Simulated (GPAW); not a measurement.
# BN in line between two W chains: transmission at several levels

Aim: T(E), conductance and thermopower of BN in line between two W chains, and what cheaper settings cost in accuracy.

Calculated with GPAW 26.7.0; GPAW LCAO, PAW setups; Landauer transmission from Green's functions with principal layers (ASE), zero bias.

### Step 1. The structure

The cell holds 16 atoms: 14 W, 1 B and 1 N. Its edges and angles: a = 9.000 Å, b = 9.000 Å, c = 34.125 Å, α = 90.0°, β = 90.0°, γ = 90.0°. Regions: left lead, 7 atoms (7 W); channel, 2 atoms (1 B and 1 N); right lead, 7 atoms (7 W). Vacuum lies along a and b. The structure is stacked along c, and the current runs across the ab planes.

### Step 2. Double-zeta polarised basis

The script solves lead and junction separately, takes H and S in the orbital basis, and joins semi-infinite leads through their self-energies; the dzp basis is the working standard.

File run.py:

```python
import json
import numpy as np
from ase import Atoms
from ase.transport.calculators import TransportCalculator
from gpaw import GPAW, FermiDirac
from gpaw.lcao.tools import get_lcao_hamiltonian
from scipy.linalg import eigh

# The junction with lead layers at both ends, along the third cell vector
device = Atoms(
    ['W', 'W', 'W', 'W', 'W', 'W', 'W', 'B', 'N', 'W', 'W', 'W', 'W', 'W', 'W', 'W'],
    positions=[
        [4.50000, 4.50000, 1.12500],
        [4.50000, 4.50000, 3.37500],
        [4.50000, 4.50000, 5.62500],
        [4.50000, 4.50000, 7.87500],
        [4.50000, 4.50000, 10.12500],
        [4.50000, 4.50000, 12.37500],
        [4.50000, 4.50000, 14.62500],
        [4.50000, 4.50000, 16.49620],
        [4.50000, 4.50000, 17.77620],
        [4.50000, 4.50000, 19.50000],
        [4.50000, 4.50000, 21.75000],
        [4.50000, 4.50000, 24.00000],
        [4.50000, 4.50000, 26.25000],
        [4.50000, 4.50000, 28.50000],
        [4.50000, 4.50000, 30.75000],
        [4.50000, 4.50000, 33.00000]],
    cell=[[9.0, 0.0, 0.0], [0.0, 9.0, 0.0], [0.0, 0.0, 34.125]],
    pbc=True)

# One principal layer of the lead: the first 5 atoms of the device
lead = Atoms(
    ['W', 'W', 'W', 'W', 'W'],
    positions=[
        [4.50000, 4.50000, 1.12500],
        [4.50000, 4.50000, 3.37500],
        [4.50000, 4.50000, 5.62500],
        [4.50000, 4.50000, 7.87500],
        [4.50000, 4.50000, 10.12500]],
    cell=[[9.0, 0.0, 0.0], [0.0, 9.0, 0.0], [0.0, 0.0, 11.25]],
    pbc=True)

settings = dict(mode='lcao', basis='dzp', xc='PBE', h=0.18,
                occupations=FermiDirac(0.1), maxiter=250,
                mixer=dict(beta=0.1, nmaxold=8, weight=100.0),
                convergence=dict(density=0.0001))
energies = np.arange(-2, 2 + 1e-9, 0.05)
eta = 0.0001
n1, n2 = 1, 1
# k and -k transmit alike, so half of the mesh across the current serves
mesh = [(i, j) for i in range(n1) for j in range(n2) if (i, j) <= (-i % n1, -j % n2)]
weights = np.array([1 if (i, j) == (-i % n1, -j % n2) else 2 for i, j in mesh]) / (n1 * n2)

# [... helper functions left out ...]
fermi_lead = ground_state(lead, (1, 1, 10), 'lead.txt')
fermi_device = ground_state(device, (1, 1, 3), 'device.txt')
# [... loop over the mesh left out, but for ...]
        # Shift the lead onto the potential of the device's first layer
        shift = ((H[:, 0, 0] - H0[:, 0, 0]) / S0[0, 0]).real.mean()
# [...]
kT = 8.617333e-5 * 200
bias = [0.1, 0.2, 0.5, 1.0, 1.5, 2.0]
# [... integrals and printing left out ...]
```

Started as:

```
$ OMP_NUM_THREADS=1 OPENBLAS_NUM_THREADS=1 python run.py
```

The program printed:

```text
basis functions: device 432, principal layer 145
Fermi level: lead -2.6611 eV, device -2.7692 eV; lead shifted by -0.0223 eV
largest coupling past the next layer 7.88e-06 eV, largest misfit of the first layer 0.176 eV
  E-E_F (eV)   T (one spin)  [channel counts left out]
    -2.000    8.6502e-01
    -1.950    8.8519e-01
    -1.900    9.0460e-01
    -1.850    9.2296e-01
    -1.800    9.3997e-01
    -1.750    9.5544e-01
    -1.700    9.6929e-01
    -1.650    9.8096e-01
    -1.600    9.9089e-01
    -1.550    9.9903e-01
    -1.500    1.0056e+00
    -1.450    1.0108e+00
    -1.400    1.0149e+00
    -1.350    1.0184e+00
    -1.300    1.0216e+00
    -1.250    1.0250e+00
[...]
1.650    1.0962e+00
     1.700    4.5556e-02
     1.750    4.4932e-02
     1.800    4.4344e-02
     1.850    4.3717e-02
     1.900    4.3115e-02
     1.950    4.2502e-02
     2.000    4.1876e-02
conductance at 200 K: 1.4804 G0 a cell; thermopower -0.7115 uV/K
current from the zero-bias T(E) at 0.1 V: 11.466 uA
current from the zero-bias T(E) at 0.2 V: 22.911 uA
current from the zero-bias T(E) at 0.5 V: 56.914 uA
current from the zero-bias T(E) at 1.0 V: 111.58 uA
current from the zero-bias T(E) at 1.5 V: 163.19 uA
current from the zero-bias T(E) at 2.0 V: 212.7 uA
```

Elapsed: 4.9 min, on 1 thread of Arm Neoverse V2, shared host; peak memory 2 GiB.

Numbers from this step:

| Property | Result |
| --- | --- |
| conductance | 1.480 G₀ |
| largest coupling past the next principal layer | 7.88e-6 eV |
| largest misfit of the first principal layer | 0.1765 eV |
| shift that aligns the lead | -0.02225 eV |
| basis functions of the junction | 432 |
| basis functions of a principal layer | 145 |
| transmission at the Fermi level (one spin) | 1.481 |

One spin. Transmission, zone mean against energy, zero at the Fermi level:

| energy (eV) | transmission, zone mean |
| --- | --- |
| -2.00 | 0.865 |
| -1.90 | 0.905 |
| -1.80 | 0.940 |
| -1.70 | 0.969 |
| -1.55 | 0.999 |
| -1.45 | 1.01 |
| -1.35 | 1.02 |
| -1.25 | 1.02 |
| -1.15 | 1.03 |
| -1.05 | 1.05 |
| -0.90 | 1.08 |
| -0.80 | 1.12 |
| -0.70 | 1.16 |
| -0.60 | 1.21 |
| -0.50 | 1.26 |
| -0.40 | 1.32 |
| -0.25 | 1.39 |
| -0.15 | 1.44 |
| -0.05 | 1.47 |
| 0.00 | 1.48 |
| 0.05 | 1.49 |
| 0.15 | 1.50 |
| 0.20 | 1.50 |
| 0.25 | 1.50 |
| 0.40 | 1.49 |
| 0.50 | 1.48 |
| 0.60 | 1.47 |
| 0.70 | 1.46 |
| 0.80 | 1.46 |
| 0.90 | 1.46 |
| 1.05 | 1.48 |
| 1.15 | 1.49 |
| 1.25 | 1.49 |
| 1.35 | 1.47 |
| 1.45 | 1.39 |
| 1.55 | 1.23 |
| 1.70 | 0.0456 |
| 1.80 | 0.0443 |
| 1.90 | 0.0431 |
| 2.00 | 0.0419 |

Not self-consistent under bias; the bias window is split evenly. Current through one cell, from the zero-bias transmission against bias:

| bias (V) | current through one cell, from the zero-bias transmission (μA) |
| --- | --- |
| 0.100 | 11.5 |
| 0.200 | 22.9 |
| 0.500 | 56.9 |
| 1.000 | 112 |
| 1.500 | 163 |
| 2.000 | 213 |

Table of transmission of the three most open eigenchannels by energy, zero at the Fermi level:

| energy (eV) | channel 1 | channel 2 | channel 3 |
| --- | --- | --- | --- |
| -2.00 | 0.402 | 0.402 | 0.0604 |
| -1.85 | 0.430 | 0.430 | 0.0622 |
| -1.70 | 0.453 | 0.453 | 0.0640 |
| -1.60 | 0.463 | 0.463 | 0.0650 |
| -1.45 | 0.472 | 0.472 | 0.0661 |
| -1.30 | 0.477 | 0.477 | 0.0671 |
| -1.15 | 0.483 | 0.483 | 0.0682 |
| -1.05 | 0.489 | 0.489 | 0.0690 |
| -0.90 | 0.506 | 0.506 | 0.0701 |
| -0.75 | 0.532 | 0.532 | 0.0709 |
| -0.60 | 0.568 | 0.568 | 0.0715 |
| -0.50 | 0.594 | 0.594 | 0.0716 |
| -0.35 | 0.636 | 0.636 | 0.0713 |
| -0.20 | 0.672 | 0.672 | 0.0705 |
| -0.05 | 0.699 | 0.699 | 0.0693 |
| 0.00 | 0.706 | 0.706 | 0.0687 |
| 0.05 | 0.711 | 0.711 | 0.0682 |
| 0.20 | 0.718 | 0.718 | 0.0662 |
| 0.35 | 0.716 | 0.716 | 0.0639 |
| 0.50 | 0.709 | 0.709 | 0.0614 |
| 0.60 | 0.705 | 0.705 | 0.0597 |
| 0.75 | 0.701 | 0.701 | 0.0570 |
| 0.90 | 0.704 | 0.704 | 0.0545 |
| 1.05 | 0.712 | 0.712 | 0.0521 |
| 1.15 | 0.717 | 0.717 | 0.0506 |
| 1.30 | 0.716 | 0.716 | 0.0486 |
| 1.45 | 0.673 | 0.673 | 0.0468 |
| 1.60 | 0.543 | 0.543 | 0.0452 |
| 1.70 | 0.0441 | 0.00135 | 3.0e-5 |
| 1.85 | 0.0425 | 0.00122 | 5.5e-9 |
| 2.00 | 0.0409 | 0.00101 | 5.5e-9 |

Couplings past the next layer reach 7.9e-6 eV, small enough to drop; the matrix elements of the cell's first layer differ from the bulk lead's by up to 0.18 eV. That layer keeps its own values in the calculation, and only beyond it is the lead taken as perfect. The Fermi levels of lead and junction count from different zeros of potential, one for each periodic cell; with both set to zero, the small remaining shift is what aligns them. Without spin-orbit coupling, which is large for these atoms, channel counts and T are those of the scalar-relativistic bands. By hand: G = 1.480 × 77.48 μS = 115 μS, a resistance of 8.72 kΩ; at 0.1 V a linear junction would pass 11.5 μA, and the integral over the bias window gives 11.5 μA.

### Step 3. GPAW, szp: basis = "szp(dzp)"

One radial function a shell plus polarisation makes the matrices smaller; the question is what that costs.

run.py: that of step 2 with these lines changed.

```diff
@@ -43,3 +43,3 @@
 
-settings = dict(mode='lcao', basis='dzp', xc='PBE', h=0.18,
+settings = dict(mode='lcao', basis='szp(dzp)', xc='PBE', h=0.18,
                 occupations=FermiDirac(0.1), maxiter=250,
```

The program printed:

```text
basis functions: device 242, principal layer 80
Fermi level: lead -2.6335 eV, device -2.7918 eV; lead shifted by -0.0172 eV
largest coupling past the next layer 7.88e-06 eV, largest misfit of the first layer 0.167 eV
  E-E_F (eV)   T (one spin)  [channel counts left out]
    -2.000    8.4932e-01
    -1.950    8.7021e-01
    -1.900    8.9029e-01
    -1.850    9.0921e-01
    -1.800    9.2663e-01
    -1.750    9.4195e-01
    -1.700    9.5635e-01
    -1.650    9.6820e-01
    -1.600    9.7819e-01
    -1.550    9.8643e-01
    -1.500    9.9314e-01
    -1.450    9.9862e-01
    -1.400    1.0032e+00
    -1.350    1.0073e+00
    -1.300    1.0113e+00
    -1.250    1.0156e+00
[...]
1.650    1.1425e+00
     1.700    1.1455e+00
     1.750    3.8978e-02
     1.800    3.8401e-02
     1.850    3.7792e-02
     1.900    3.7217e-02
     1.950    3.6639e-02
     2.000    3.6055e-02
conductance at 200 K: 1.4809 G0 a cell; thermopower -0.6627 uV/K
current from the zero-bias T(E) at 0.1 V: 11.471 uA
current from the zero-bias T(E) at 0.2 V: 22.92 uA
current from the zero-bias T(E) at 0.5 V: 56.94 uA
current from the zero-bias T(E) at 1.0 V: 111.63 uA
current from the zero-bias T(E) at 1.5 V: 163.22 uA
current from the zero-bias T(E) at 2.0 V: 212.51 uA
```

Run time: 2.8 min. Hardware: 1 thread; peak memory 1.9 GiB.

This step gave:

| Property | Result |
| --- | --- |
| conductance | 1.481 G₀ |
| largest misfit of the first principal layer | 0.1666 eV |
| shift that aligns the lead | -0.01716 eV |
| basis functions of the junction | 242 |
| basis functions of a principal layer | 80 |
| transmission at the Fermi level (one spin) | 1.482 |

One spin. Table of transmission, zone mean by energy, zero at the Fermi level:

energy (eV), transmission, zone mean and a bar:
```
    -2.00       0.85 #################
    -1.90       0.89 #################
    -1.80       0.93 ##################
    -1.70       0.96 ###################
    -1.55       0.99 ###################
    -1.45       1.00 ####################
    -1.35       1.01 ####################
    -1.25       1.02 ####################
    -1.15       1.03 ####################
    -1.05       1.04 #####################
    -0.90       1.08 #####################
    -0.80       1.12 ######################
    -0.70       1.16 #######################
    -0.60       1.21 ########################
    -0.50       1.27 #########################
    -0.40       1.32 ##########################
    -0.25       1.40 ############################
    -0.15       1.44 #############################
    -0.05       1.47 #############################
     0.00       1.48 ##############################
     0.05       1.49 ##############################
     0.15       1.50 ##############################
     0.20       1.50 ##############################
     0.25       1.50 ##############################
     0.40       1.49 ##############################
     0.50       1.48 #############################
     0.60       1.46 #############################
     0.70       1.45 #############################
     0.80       1.45 #############################
     0.90       1.45 #############################
     1.05       1.46 #############################
     1.15       1.47 #############################
     1.25       1.48 #############################
     1.35       1.46 #############################
     1.45       1.42 ############################
     1.55       1.31 ##########################
     1.70       1.15 #######################
     1.80       0.04 
     1.90       0.04 
     2.00       0.04
```

Not self-consistent under bias; the bias window is split evenly. The current through one cell, from the zero-bias transmission by bias:

| bias (V) | current through one cell, from the zero-bias transmission (μA) |
| --- | --- |
| 0.100 | 11.5 |
| 0.200 | 22.9 |
| 0.500 | 56.9 |
| 1.000 | 112 |
| 1.500 | 163 |
| 2.000 | 213 |

Transmission of the three most open eigenchannels against energy, zero at the Fermi level:

| energy (eV) | channel 1 | channel 2 | channel 3 |
| --- | --- | --- | --- |
| -2.000 | 0.398 | 0.398 | 0.0541 |
| -1.800 | 0.435 | 0.435 | 0.0572 |
| -1.600 | 0.459 | 0.459 | 0.0599 |
| -1.400 | 0.471 | 0.471 | 0.0615 |
| -1.200 | 0.479 | 0.479 | 0.0631 |
| -1.000 | 0.494 | 0.494 | 0.0647 |
| -0.800 | 0.526 | 0.526 | 0.0659 |
| -0.600 | 0.573 | 0.573 | 0.0665 |
| -0.400 | 0.628 | 0.628 | 0.0663 |
| -0.200 | 0.677 | 0.677 | 0.0653 |
| 0.000 | 0.709 | 0.709 | 0.0634 |
| 0.200 | 0.720 | 0.720 | 0.0608 |
| 0.400 | 0.715 | 0.715 | 0.0577 |
| 0.600 | 0.704 | 0.704 | 0.0543 |
| 0.800 | 0.699 | 0.699 | 0.0509 |
| 1.000 | 0.705 | 0.705 | 0.0477 |
| 1.200 | 0.715 | 0.715 | 0.0449 |
| 1.400 | 0.702 | 0.702 | 0.0425 |
| 1.600 | 0.595 | 0.595 | 0.0402 |
| 1.800 | 0.0380 | 3.6e-4 | 1.8e-5 |
| 2.000 | 0.0358 | 2.5e-4 | 7.5e-9 |

The conductance equals that of the dzp run to 0.2 %.

### Step 4. Minimal basis

One function for each valence shell of the setup, as for a first survey of a large system.

run.py: that of step 3 with these lines changed.

```diff
@@ -43,3 +43,3 @@
 
-settings = dict(mode='lcao', basis='szp(dzp)', xc='PBE', h=0.18,
+settings = dict(mode='lcao', basis='sz(dzp)', xc='PBE', h=0.18,
                 occupations=FermiDirac(0.1), maxiter=250,
```

The program printed:

```text
basis functions: device 190, principal layer 65
Fermi level: lead -2.6779 eV, device -2.8385 eV; lead shifted by -0.0176 eV
largest coupling past the next layer 7.88e-06 eV, largest misfit of the first layer 0.151 eV
  E-E_F (eV)   T (one spin)  [channel counts left out]
    -2.000    8.9428e-01
    -1.950    9.1567e-01
    -1.900    9.3604e-01
[...]
1.950    3.3780e-02
     2.000    3.3264e-02
conductance at 200 K: 1.5 G0 a cell; thermopower -0.7206 uV/K
current from the zero-bias T(E) at 0.1 V: 11.619 uA
current from the zero-bias T(E) at 0.2 V: 23.217 uA
current from the zero-bias T(E) at 0.5 V: 57.701 uA
current from the zero-bias T(E) at 1.0 V: 113.26 uA
current from the zero-bias T(E) at 1.5 V: 165.83 uA
current from the zero-bias T(E) at 2.0 V: 216.2 uA
```

Run time: 2 min. Hardware: 1 thread; peak memory 1.8 GiB.

Numbers from this step:

- conductance: 1.500 G₀
- largest misfit of the first principal layer: 0.1506 eV
- shift that aligns the lead: -0.01758 eV
- basis functions of the junction: 190
- basis functions of a principal layer: 65
- transmission at the Fermi level (one spin): 1.501

The conductance, 1.50 G₀, lies 1.3 % above that of the dzp run.

### Step 5. RPBE in the dzp basis: xc = "RPBE"

Back in the dzp basis, the functional changes from PBE to RPBE, to set the spread between functionals beside that between bases.

run.py: that of step 4 with these lines changed.

```diff
@@ -43,3 +43,3 @@
 
-settings = dict(mode='lcao', basis='sz(dzp)', xc='PBE', h=0.18,
+settings = dict(mode='lcao', basis='dzp', xc='RPBE', h=0.18,
                 occupations=FermiDirac(0.1), maxiter=250,
```

The program printed:

```text
basis functions: device 432, principal layer 145
Fermi level: lead -2.5814 eV, device -2.6854 eV; lead shifted by -0.0233 eV
largest coupling past the next layer 7.82e-06 eV, largest misfit of the first layer 0.178 eV
  E-E_F (eV)   T (one spin)  [channel counts left out]
    -2.000    8.7530e-01
    -1.950    8.9474e-01
    -1.900    9.1327e-01
[...]
1.950    4.4823e-02
     2.000    4.4184e-02
conductance at 200 K: 1.4741 G0 a cell; thermopower -0.6746 uV/K
current from the zero-bias T(E) at 0.1 V: 11.418 uA
current from the zero-bias T(E) at 0.2 V: 22.815 uA
current from the zero-bias T(E) at 0.5 V: 56.688 uA
current from the zero-bias T(E) at 1.0 V: 111.2 uA
current from the zero-bias T(E) at 1.5 V: 162.74 uA
current from the zero-bias T(E) at 2.0 V: 212.2 uA
```

Run time: 4.7 min. Hardware: 1 thread; peak memory 2 GiB.

Numbers from this step:

```yaml
conductance: 1.474 G₀
largest_coupling_past_the_next_principal_layer: 7.82e-6 eV
largest_misfit_of_the_first_principal_layer: 0.1778 eV
shift_that_aligns_the_lead: -0.02330 eV
basis_functions_of_the_junction: 432
basis_functions_of_a_principal_layer: 145
transmission_at_the_fermi_level_one_spin: 1.475
```

One spin. The transmission, zone mean by energy, zero at the Fermi level:

| energy (eV) | transmission, zone mean |
| --- | --- |
| -2.00 | 0.875 |
| -1.85 | 0.931 |
| -1.70 | 0.974 |
| -1.60 | 0.993 |
| -1.45 | 1.01 |
| -1.30 | 1.02 |
| -1.15 | 1.03 |
| -1.05 | 1.05 |
| -0.90 | 1.08 |
| -0.75 | 1.14 |
| -0.60 | 1.21 |
| -0.50 | 1.26 |
| -0.35 | 1.34 |
| -0.20 | 1.41 |
| -0.05 | 1.46 |
| 0.00 | 1.47 |
| 0.05 | 1.48 |
| 0.20 | 1.49 |
| 0.35 | 1.49 |
| 0.50 | 1.47 |
| 0.60 | 1.46 |
| 0.75 | 1.46 |
| 0.90 | 1.46 |
| 1.05 | 1.47 |
| 1.15 | 1.48 |
| 1.30 | 1.47 |
| 1.45 | 1.36 |
| 1.60 | 1.08 |
| 1.70 | 0.0479 |
| 1.85 | 0.0461 |
| 2.00 | 0.0442 |

The conductance, 1.47 G₀, lies 0.4 % below that of the dzp run.

### Step 6. The ladder

Times are for 1 thread of Arm Neoverse V2, shared host. The runs compared:

| no. | run | conductance (G₀) | time | memory (GiB) |
| --- | --- | --- | --- | --- |
| 1 | dzp | 1.480 | 4.9 min | 2 |
| 2 | szp | 1.481 | 2.8 min | 1.9 |
| 3 | sz | 1.500 | 2 min | 1.8 |
| 4 | dzp RPBE | 1.474 | 4.7 min | 2 |

### Step 7. The levels side by side

The curves are compared point by point over the common energies.

This step: comparison of transmission and cost over codes and levels (GPAW 26.7.0).

Ladder, by row:

| step | code | T at the Fermi level (sum over the listed spins) | conductance (G0) | r.m.s. T(E) from the first | wall time (s) | peak memory (GiB) | threads |
| --- | --- | --- | --- | --- | --- | --- | --- |
| dzp | GPAW | 1.481 | 1.48 | 0 | 294.6 | 2 | 1 |
| szp | GPAW | 1.482 | 1.481 | 0.1235 | 168 | 1.9 | 1 |
| sz | GPAW | 1.501 | 1.5 | 0.1869 | 122.9 | 1.82 | 1 |
| dzp-RPBE | GPAW | 1.475 | 1.474 | 0.0132 | 282.2 | 2 | 1 |

Transmission, zone mean, sum over the listed spins against energy, zero at the Fermi level:

| energy (eV) | dzp | szp | sz | dzp-RPBE |
| --- | --- | --- | --- | --- |
| -2.00 | 0.865 | 0.849 | 0.894 | 0.875 |
| -1.85 | 0.923 | 0.909 | 0.955 | 0.931 |
| -1.70 | 0.969 | 0.956 | 1.00 | 0.974 |
| -1.50 | 1.01 | 0.993 | 1.03 | 1.01 |
| -1.35 | 1.02 | 1.01 | 1.04 | 1.02 |
| -1.20 | 1.03 | 1.02 | 1.05 | 1.03 |
| -1.05 | 1.05 | 1.04 | 1.07 | 1.05 |
| -0.90 | 1.08 | 1.08 | 1.10 | 1.08 |
| -0.70 | 1.16 | 1.16 | 1.18 | 1.16 |
| -0.55 | 1.23 | 1.24 | 1.26 | 1.23 |
| -0.40 | 1.32 | 1.32 | 1.34 | 1.32 |
| -0.25 | 1.39 | 1.40 | 1.41 | 1.39 |
| -0.10 | 1.45 | 1.46 | 1.47 | 1.45 |
| 0.00 | 1.48 | 1.48 | 1.50 | 1.47 |
| 0.10 | 1.50 | 1.50 | 1.52 | 1.49 |
| 0.20 | 1.50 | 1.50 | 1.52 | 1.49 |
| 0.25 | 1.50 | 1.50 | 1.53 | 1.49 |
| 0.40 | 1.49 | 1.49 | 1.52 | 1.48 |
| 0.55 | 1.48 | 1.47 | 1.50 | 1.47 |
| 0.70 | 1.46 | 1.45 | 1.49 | 1.46 |
| 0.90 | 1.46 | 1.45 | 1.48 | 1.46 |
| 1.05 | 1.48 | 1.46 | 1.50 | 1.47 |
| 1.20 | 1.49 | 1.48 | 1.51 | 1.48 |
| 1.35 | 1.47 | 1.46 | 1.52 | 1.45 |
| 1.50 | 1.33 | 1.38 | 1.47 | 1.29 |
| 1.70 | 0.0456 | 1.15 | 1.19 | 0.0479 |
| 1.85 | 0.0437 | 0.0378 | 0.0348 | 0.0461 |
| 2.00 | 0.0419 | 0.0361 | 0.0333 | 0.0442 |

(Part 1 of 2 ends here.)

[Logs are printed without paths, hosts, clocks, repeated set-up lines and the standing remarks that a program may print on its own settings, such as how far it seeks lower states.]

[Hosts, paths, dates, database ids (printed as entryN), source tags and the programs' standing remarks are cut or masked in the printed files.]
